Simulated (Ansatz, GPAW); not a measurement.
# A 5-layer slab of Nb(111): simulated STM images

Aim: Tersoff-Hamann images of a 5-layer slab of Nb(111) at several biases.

Program: GPAW 26.7.0 and Ansatz 0.2.0. Level of theory: GPAW, PAW setups; slab in vacuum, in the first sound run; inputs show where later runs differ. Results are calculated unless marked as measured.

### 1. The starting structure

The cell holds 5 atoms: 5 Nb. Cell: a = 4.667 Å, b = 4.667 Å, c = 17.811 Å, α = 90.0°, β = 90.0°, γ = 60.0°. Vacuum lies along c.

### 2. Relaxing the atoms

The atoms are relaxed first, since the surface dipole, and with it the work function, follows the positions of the outer layers. The lowest 2 atoms are held at bulk positions and keep their forces.

Input file run.py:

```python
import json
import numpy as np
from ase import Atoms
from ase.constraints import FixAtoms
from ase.optimize import BFGS
from gpaw import GPAW, PW

slab = Atoms(
    ['Nb', 'Nb', 'Nb', 'Nb', 'Nb'],
    positions=[
        [4.66690, 2.69444, 7.00000],
        [0.00000, 0.00000, 7.95263],
        [2.33345, 1.34722, 8.90526],
        [4.66690, 2.69444, 9.85788],
        [0.00000, 0.00000, 10.81051]],
    cell=[[4.6669, 0.0, 0.0], [2.33345, 4.04166, 0.0], [0.0, 0.0, 17.81051]],
    pbc=[True, True, False])

slab.calc = GPAW(mode=PW(400), xc='PBE', kpts={'size': (8, 8, 1), 'gamma': True},
                 occupations={'name': 'fermi-dirac', 'width': 0.1}, nbands='140%',
                 convergence={'density': 0.0001}, maxiter=200,
                 poissonsolver={'dipolelayer': 'xy'},
                 symmetry={'tolerance': 1e-3, 'extra_ids': [1, 1, 0, 0, 0]}, txt='slab.txt')
result = {}
slab.set_constraint(FixAtoms([0, 1]))
path = []
opt = BFGS(slab, maxstep=0.2)
opt.attach(lambda: path.append((slab.get_potential_energy(), slab.positions.tolist(), slab.get_forces().tolist())))
result['relaxed'] = bool(opt.run(fmax=0.05, steps=30))
result['path'] = path
energy = slab.get_potential_energy()
fermi = slab.calc.get_fermi_level()
v = slab.calc.get_electrostatic_potential().mean((0, 1)) - fermi
n = slab.calc.get_pseudo_density().mean((0, 1))
L = slab.cell[2, 2]
z = np.arange(len(v)) * L / len(v)
low, high = slab.positions[:, 2].min(), slab.positions[:, 2].max()
below, above = np.interp([low - 4.8, high + 4.8], z, v)
slopes = [np.interp(x, z, np.gradient(v, z)) for x in (low - 4.8, high + 4.8)]
eps = np.array([[slab.calc.get_eigenvalues(k, s) for k in range(len(slab.calc.get_ibz_k_points()))]
                for s in range(slab.calc.get_number_of_spins())]) - fermi
top, bottom = eps[eps < 0].max(), eps[eps > 0].min()
dipole = slab.get_dipole_moment()[2]
print(f'energy {energy:.4f} eV, Fermi level {fermi:.4f} eV, dipole {dipole:.5f} e A')
print(f'potential 4.8 A off the faces, from the Fermi level: lower {below:.4f} eV, upper {above:.4f} eV')
print(f'slope of the potential there: lower {slopes[0]:.5f}, upper {slopes[1]:.5f} eV/A')
print(f'nearest levels on the mesh: {top:.4f} and {bottom:.4f} eV')
print('magnetic moment', round(slab.get_magnetic_moment(), 3))
result.update(energy=energy, fermi=fermi, dipole=dipole, below=below, above=above, slopes=slopes, edges=[top, bottom],
              z=z.tolist(), v=v.tolist(), n=n.tolist(), positions=slab.positions.tolist(),
              forces=slab.get_forces(apply_constraint=False).tolist(), moments=slab.get_magnetic_moments().tolist())
json.dump(result, open('result.json', 'w'))
```

On the command line:

```bash
OMP_NUM_THREADS=1 OPENBLAS_NUM_THREADS=1 python run.py
```

The log of the run:

```text
Step          Energy          fmax
BFGS:    0      -45.482545        2.020446
BFGS:    1      -45.548775        1.904178
BFGS:    2      -45.901720        0.877947
BFGS:    3      -45.965995        1.262140
BFGS:    4      -46.010329        0.749783
BFGS:    5      -46.032266        0.662106
BFGS:    6      -46.096479        0.298250
BFGS:    7      -46.098759        0.172978
BFGS:    8      -46.099942        0.144517
BFGS:    9      -46.101150        0.046836
energy -46.0171 eV, Fermi level 0.5201 eV, dipole -0.01777 e A
potential 4.8 A off the faces, from the Fermi level: lower 3.5500 eV, upper 3.7188 eV
slope of the potential there: lower -0.00143, upper 0.00146 eV/A
nearest levels on the mesh: -0.1133 and 0.0377 eV
magnetic moment 0.0
```

Wall time 10 min (1 thread of Intel Xeon Platinum 8488C (Sapphire Rapids), shared host); peak memory 0.27 GiB.

Step by step:

```tsv
step	energy less that of the first step (eV)	largest force (eV/Å)
1	0.0000	2.0204
2	-0.0683	1.9042
3	-0.4363	0.8779
4	-0.5150	1.2621
5	-0.5548	0.7498
6	-0.5772	0.6621
7	-0.6455	0.2982
8	-0.6479	0.1730
9	-0.6493	0.1445
10	-0.6508	0.0468
```

The atoms that moved most (Å):

```tsv
atom	dx	dy	dz	length
Nb5	0.000	0.000	-0.381	0.381
Nb4	0.000	0.000	-0.291	0.291
Nb3	0.000	0.000	-0.158	0.158
```

Final coordinates:

```cif
data_structure
_symmetry_space_group_name_H-M 'P 1'
_symmetry_Int_Tables_number 1
_cell_length_a 4.6669
_cell_length_b 4.6669
_cell_length_c 17.8105
_cell_angle_alpha 90.000
_cell_angle_beta 90.000
_cell_angle_gamma 60.000
_cell_volume 335.94
loop_
_atom_site_label
_atom_site_type_symbol
_atom_site_fract_x
_atom_site_fract_y
_atom_site_fract_z
_atom_site_occupancy
Nb1 Nb 0.66667 0.66667 0.39303 1
Nb2 Nb 0.00000 0.00000 0.44651 1
Nb3 Nb 0.33333 0.33333 0.49114 1
Nb4 Nb 0.66667 0.66667 0.53713 1
Nb5 Nb 0.00000 0.00000 0.58558 1
```

Numbers from this step:

```
dipole along the normal                    : -0.01777 e·Å
levels nearest the Fermi level on the mesh : -0.1133, 0.03769 eV from the Fermi level
upper work function                        : 3.719 eV
lower work function                        : 3.550 eV
```

Electrostatic potential energy of an electron (without an applied field's), less the Fermi level, planar mean against z:

```tsv
z (Å)	electrostatic potential energy of an electron (without an applied field's), less the Fermi level, planar mean (eV)
0	3.64
1	3.55
2	3.55
3	3.55
4	3.52
5	3.27
6	1.10
7	-10.4
8	-13.2
9	-13.6
10	-12.2
11	-2.91
12	2.98
13	3.63
14	3.71
15	3.72
16	3.72
17	3.72
```

The pseudo valence density, planar mean oscillates, so the rows of the table below give means over windows of 1 Å about each position, cut where the curve ends. Its maxima inside the range that stand out by 2 % of the span (Å: e/Å³): 7.0: 0.738, 8.1: 0.869, 8.7: 0.898, 9.5: 0.888, 10.4: 0.768. Its minima: 7.4: 0.606, 8.3: 0.797, 9.1: 0.778, 10.0: 0.689.

The pseudo valence density, planar mean by z; means over each step:

```tsv
z (Å)	pseudo valence density, planar mean (e/Å³)
2	1.4e-5
3	1.2e-4
4	0.00105
5	0.00881
6	0.105
7	0.601
8	0.790
9	0.841
10	0.758
11	0.313
12	0.0246
13	0.00272
14	3.2e-4
15	3.6e-5
```

The relaxation lowered the energy of the cell by 0.651 eV (energies extrapolated to zero smearing; the optimiser's log prints free energies). The largest force left on a free atom is 0.047 eV/Å.

### 3. Plane waves, PBE

With the geometry fixed, the planar mean of the potential gives the vacuum level on each side.

Changes to run.py since step 2:

```diff
@@ -3,4 +3,3 @@
 from ase import Atoms
-from ase.constraints import FixAtoms
-from ase.optimize import BFGS
+from ase.dft.stm import STM
 from gpaw import GPAW, PW
@@ -12,5 +11,5 @@
         [0.00000, 0.00000, 7.95263],
-        [2.33345, 1.34722, 8.90526],
-        [4.66690, 2.69444, 9.85788],
-        [0.00000, 0.00000, 10.81051]],
+        [2.33345, 1.34722, 8.74745],
+        [4.66690, 2.69444, 9.56648],
+        [0.00000, 0.00000, 10.42951]],
     cell=[[4.6669, 0.0, 0.0], [2.33345, 4.04166, 0.0], [0.0, 0.0, 17.81051]],
@@ -20,12 +19,6 @@
                  occupations={'name': 'fermi-dirac', 'width': 0.1}, nbands='140%',
-                 convergence={'density': 0.0001}, maxiter=200,
+                 convergence={'density': 1e-05}, maxiter=200,
                  poissonsolver={'dipolelayer': 'xy'},
-                 symmetry={'tolerance': 1e-3, 'extra_ids': [1, 1, 0, 0, 0]}, txt='slab.txt')
+                 symmetry={'tolerance': 1e-3}, txt='slab.txt')
 result = {}
-slab.set_constraint(FixAtoms([0, 1]))
-path = []
-opt = BFGS(slab, maxstep=0.2)
-opt.attach(lambda: path.append((slab.get_potential_energy(), slab.positions.tolist(), slab.get_forces().tolist())))
-result['relaxed'] = bool(opt.run(fmax=0.05, steps=30))
-result['path'] = path
 energy = slab.get_potential_energy()
@@ -51,2 +44,16 @@
               forces=slab.get_forces(apply_constraint=False).tolist(), moments=slab.get_magnetic_moments().tolist())
+
+# Images need the states of the whole zone, up to time reversal
+slab.calc = slab.calc.fixed_density(symmetry={'point_group': False}, txt='states.txt',
+                                    convergence={'bands': 'CBM+0.8'})
+stm = STM(slab)
+result['stm'] = []
+for bias in [-0.5, 0.5]:
+    height = high + 4.0
+    current = stm.get_averaged_current(bias, height)
+    x, y, h = stm.scan(bias, current)
+    i, f = divmod(height / L * stm.ldos.shape[2], 1)
+    I = abs((1 - f) * stm.ldos[:, :, int(i)] + f * stm.ldos[:, :, int(i) + 1])
+    print(f'bias {bias} V: mean current at 4.0 A {current:.4e}, corrugation {np.ptp(h):.4f} A')
+    result['stm'].append(dict(bias=bias, current=current, h=(h - high).tolist(), I=I.tolist()))
 json.dump(result, open('result.json', 'w'))
```

The log of the run:

```text
energy -46.0171 eV, Fermi level 0.5202 eV, dipole -0.01758 e A
potential 4.8 A off the faces, from the Fermi level: lower 3.5500 eV, upper 3.7186 eV
slope of the potential there: lower -0.00145, upper 0.00148 eV/A
nearest levels on the mesh: -0.1132 and 0.0377 eV
magnetic moment 0.0
bias -0.5 V: mean current at 4.0 A 2.1328e-05, corrugation 0.2213 A
bias 0.5 V: mean current at 4.0 A 1.8048e-05, corrugation 0.1266 A
```

Wall time 3.2 min (1 thread); peak memory 0.51 GiB.

Numbers from this step:

```
dipole along the normal                    : -0.01758 e·Å
levels nearest the Fermi level on the mesh : -0.1132, 0.03768 eV from the Fermi level
corrugation -0.5                           : 0.2213 Å
corrugation 0.5                            : 0.1266 Å
```

Table of electrostatic potential energy of an electron (without an applied field's), less the Fermi level, planar mean by z:

z (Å), electrostatic potential energy of an electron (without an applied field's), less the Fermi level, planar mean (eV) and a bar from the least value:
```
        0        3.6 ##############################
        1        3.6 ##############################
        2        3.6 ##############################
        3        3.5 ##############################
        4        3.5 ##############################
        5        3.3 #############################
        6        1.1 #########################
        7      -10.4 ######
        8      -13.2 #
        9      -13.6 
       10      -12.2 ##
       11       -2.9 ###################
       12        3.0 #############################
       13        3.6 ##############################
       14        3.7 ##############################
       15        3.7 ##############################
       16        3.7 ##############################
       17        3.7 ##############################
```

The pseudo valence density, planar mean by z:

```tsv
z (Å)	pseudo valence density, planar mean (e/Å³)
0.00	0
0.42	0
0.85	1.0e-6
1.48	3.6e-6
1.91	9.0e-6
2.33	2.3e-5
2.76	5.7e-5
3.39	2.3e-4
3.82	5.7e-4
4.24	0.00141
4.66	0.00351
5.30	0.0136
5.72	0.0352
6.15	0.109
6.57	0.359
7.21	0.690
7.63	0.678
8.06	0.869
8.48	0.817
9.12	0.778
9.54	0.888
9.97	0.689
10.39	0.768
11.03	0.227
11.45	0.0707
11.87	0.0249
12.30	0.00998
12.93	0.00255
13.36	0.00102
13.78	4.1e-4
14.21	1.6e-4
14.84	4.0e-5
15.27	1.5e-5
15.69	6.1e-6
16.11	2.5e-6
16.75	0
17.17	0
17.60	0
```

Tip height over the top atom over a1 and a2. Sample bias -0.5 V, constant current at the mean current 4.0 Å over the top atom.

Values in Å, 12 rows by 16 columns, each cell a mean:
```
4.12 4.12 4.11 4.09 4.06 4.02 3.99 3.97 3.97 3.97 3.98 4.00 4.04 4.07 4.09 4.11
4.10 4.10 4.10 4.09 4.06 4.04 4.00 3.98 3.97 3.97 3.97 3.98 4.01 4.03 4.06 4.08
4.06 4.07 4.07 4.06 4.05 4.03 4.00 3.99 3.98 3.97 3.97 3.97 3.98 4.00 4.02 4.04
4.01 4.02 4.02 4.02 4.02 4.01 3.99 3.98 3.97 3.97 3.97 3.97 3.97 3.98 3.98 4.00
3.97 3.97 3.97 3.97 3.97 3.97 3.97 3.97 3.97 3.97 3.97 3.97 3.97 3.97 3.97 3.97
3.96 3.95 3.94 3.94 3.94 3.94 3.95 3.95 3.96 3.97 3.97 3.97 3.97 3.97 3.97 3.97
3.96 3.95 3.93 3.92 3.91 3.91 3.92 3.94 3.95 3.96 3.98 3.98 3.99 3.99 3.98 3.97
3.98 3.96 3.94 3.92 3.91 3.90 3.91 3.92 3.94 3.96 3.98 4.00 4.02 4.02 4.01 4.00
4.03 4.00 3.97 3.94 3.92 3.91 3.91 3.91 3.94 3.96 3.99 4.02 4.04 4.06 4.06 4.05
4.07 4.05 4.01 3.98 3.95 3.93 3.92 3.92 3.94 3.96 3.99 4.03 4.06 4.08 4.09 4.09
4.11 4.09 4.06 4.03 3.99 3.96 3.94 3.94 3.94 3.96 3.99 4.02 4.06 4.09 4.11 4.11
4.12 4.11 4.09 4.07 4.03 3.99 3.97 3.96 3.96 3.96 3.98 4.02 4.06 4.08 4.11 4.12
```
Columns: a1 from 0 to 0.958; rows upwards: a2 from 0 to 0.958.

Local density of states summed over the bias window over a1 and a2. Sample bias -0.5 V, constant height 4.0 Å over the top atom.

Ten even steps from '_' (1.71 × 1e-5 arbitrary) to '@' (2.73 × 1e-5 arbitrary):
```
@@@@@@@@%%##**++==----::::::::----==++**##%%@@@@
@@@@@@@@%%##**++====--::::::::::--====++**##%%@@
@@@@@@@@%%####**++==----::::::::----==++**####%%
%%%%%%%%%%##****++==------::::::------==++****##
############**++++==------::::::::------==++++**
**************++====------::::::::::------====++
==++++++++++++======------::::::::::::------====
--==============----------::::::::::::::--------
----------------------::::::::::::::::::::::::--
::::::::::::::::::::::::::::::::::::::::::::::::
::::::............::::::::::::::::::::::::::::::
::::..................::::::::::----------::::::
::::......________......::::::::------------::::
::::......__________......::::------------------
--::::....____________....::::----============--
----::....______________....::----====++++++====
====--::....____________....::--====++++****++++
**++==--::....__________....::--==++******##****
##**++==--::....________....::--==++**##########
%%##**++==--::..............::--==++**##%%%%%%%%
@@%%##**++==--::............::--==++**##%%@@@@@@
@@@@%%##**++==--::::......::::--==++**##%%@@@@@@
@@@@@@%%##**++==--::::::::::::--==++**##%%@@@@@@
@@@@@@@@%%##**==----::::::::::----==**##%%@@@@@@
```
Columns: a1 from 0 to 0.958; rows upwards: a2 from 0 to 0.958.

Tip height over the top atom over a1 and a2. Sample bias 0.5 V, constant current at the mean current 4.0 Å over the top atom.

Ten even steps from '_' (3.93 Å) to '@' (4.06 Å):
```
@@@@@@%%%%%%##****++++++++++++++++****##%%%%%%@@
%%@@%%%%%%%%####**********************####%%%%%%
%%%%%%%%%%%%######********####********######%%%%
%%%%%%%%%%%%##################################%%
################################################
********************##########%%##########******
**++++++++++++********########%%%%########******
++==============++++****######%%%%%%######****++
======--------======++****####%%%%%%%%####****++
==------::::::------==++**##################**++
==----::::::::::::----==++**################**++
==----::..........::----==++****##########****++
==----::............::----==++****########****++
==----::..__________..::----==++****######****++
==----::..____________..::----==++****####****++
++==--::....__________....::--==++****######****
**====--::....________....::--====****########**
**++==--::::....______....::::--==++**##########
##**++==--::::....____....::::--==++**##%%%%%%%%
%%##**++==--::::..........::::--==++**##%%%%%%%%
%%%%##**++==----::::::::::::----==++**##%%%%%%%%
%%%%%%##**++====--------------====++**##%%%%%%@@
@@@@%%%%##**++====------------====++**##%%%%@@@@
@@@@%%%%%%##****++==============++****##%%%%%%@@
```
Columns: a1 from 0 to 0.958; rows upwards: a2 from 0 to 0.958.

Local density of states summed over the bias window over a1 and a2. Sample bias 0.5 V, constant height 4.0 Å over the top atom.

Ten even steps from '_' (1.57 × 1e-5 arbitrary) to '@' (2.00 × 1e-5 arbitrary):
```
@@@@%%%%%%####****++++++++++++++++****####%%%%%%
%%%%%%%%%%%%####****++++******++++****####%%%%%%
%%%%%%%%%%%%####************************####%%%%
################********##########********######
################********############********####
**************************##########************
++++++++++++++++********######%%%%######********
++==============++++++**######%%%%%%######**++++
====------------====++++**######%%%%######**++++
==------::::::------==++****##############****++
==----::::....::::----==++****############****++
==--::::..........::::--==++****####**####****++
==--::::..________..::::--==++++************++++
==--::::..__________..::::--==++++**********++++
==----::..____________..::----==++************++
++==--::..______________..::--==++**************
++==----::..____________..::----==++**########**
**++==--::....__________....::--==++**##########
##**++==--::....________....::--==++**####%%%%##
####**++==--::::..........::::--==++**####%%%%%%
%%####**++==----::::::::::::----==++**####%%%%%%
%%%%####**++==------::::::------==++**####%%%%%%
@@%%%%####**++====------------====++**####%%%%@@
@@@@%%%%####**++++==============++++**####%%%%@@
```
Columns: a1 from 0 to 0.958; rows upwards: a2 from 0 to 0.958.

Force by atom:

```tsv
atom	x (eV/Å)	y (eV/Å)	z (eV/Å)	size
Nb1	0.000	0.000	0.937	0.937
Nb2	0.000	0.000	-0.928	0.928
Nb3	0.000	0.000	-0.045	0.045
Nb4	0.000	0.000	0.000	0.000
Nb5	0.000	0.000	0.038	0.038
```

The potential is flat to 0.001 eV/Å where it is read, so the vacuum is wide enough.

[end of part 1 of 3]

[Logs are printed without paths, hosts, clocks, repeated set-up lines and the standing remarks that a program may print on its own settings, such as how far it seeks lower states.]

[Hosts, paths, dates, database ids (printed as entryN), source tags and the programs' standing remarks are cut or masked in the printed files.]
